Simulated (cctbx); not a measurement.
# Symmetry from intensities

Cell: a = 5.2980 Å, b = 5.2980 Å, c = 14.5890 Å, α = 90.00°, β = 90.00°, γ = 90.00°. Expected content of the cell: Tb4 Zn4 Mn8 O20.

Simulated single-crystal data (cctbx): Mo Kα, λ = 0.71073 Å, to d = 0.84 Å, 95 % of the full sphere, strongest reflection 20000 counts, noise from counting, a 6 % proportional error and a noise floor of 8 counts (s.d.); no absorption.

Tests on the unmerged data give:

```text
2752 reflections to d = 0.841 A
centring   violations  <I/sigma> of those
    A        396 of  1385      3.8
    B        390 of  1391      3.8
    C        102 of  1374      0.8
    I          0 of  1380      0.0
    R        486 of  1830      3.6
    F        444 of  2075      2.8
Laue class    unique    Rint  (classes that these axes allow; Friedel mates merged)
I 1 2/m 1         408   0.044
I 1 1 2/m         381   0.041
I 2/m 1 1         408   0.042
I m m m           236   0.046
I 4/m             195   0.048
I 4/m m m         136   0.048
space group    extra absences  I>4sigma  <I/sigma>
I 4 2 2                 0          0         -  acentric
I 4 m m                 0          0         -  acentric
I -4 m 2                0          0         -  acentric
I -4 2 m                0          0         -  acentric
I 4/m m m               0          0         -  centric
Wilson B = 1.73 A^2   <|E^2-1|> = 1.003 (0.968 centric, 0.736 acentric)   E^2>4: 4.0 %
shell (A)         n   <I/sigma>
 7.29 - 1.68     22     20.5
 1.68 - 1.33     18     22.8
 1.33 - 1.17     19     24.4
 1.17 - 1.06     14     24.5
 1.06 - 0.98     18     22.5
 0.98 - 0.93     13     15.0
 0.93 - 0.88     18     25.6
 0.88 - 0.84     14     20.2
```

Q: Read the symmetry from these tables.

The reflections that I centring forbids are absent (⟨I/σ⟩ near 0), so the lattice is I.

Rint stays low (0.041 to 0.048) up to I 4/m m m, the highest class in these axes.

5 settings pass the absence test. No glide or screw absences show, which leaves I 4 2 2, I 4 m m, I -4 m 2, I -4 2 m and I 4/m m m.

⟨|E²−1|⟩ = 1.003 leans to a centrosymmetric structure. The Wilson B of 1.73 Å² means U ≈ 0.0219 Å².

The true group is I4/mmm (no. 139), Laue class 4/mmm, centrosymmetric. The tables only narrow the choice to the tied entries; cell content, site symmetry and trial solutions must settle it.

The model is made up (kin elements in a known structure type, no relaxation), so it says nothing on whether the phase exists.

[Logs are printed without paths, hosts, clocks, repeated set-up lines and the standing remarks that a program may print on its own settings, such as how far it seeks lower states.]
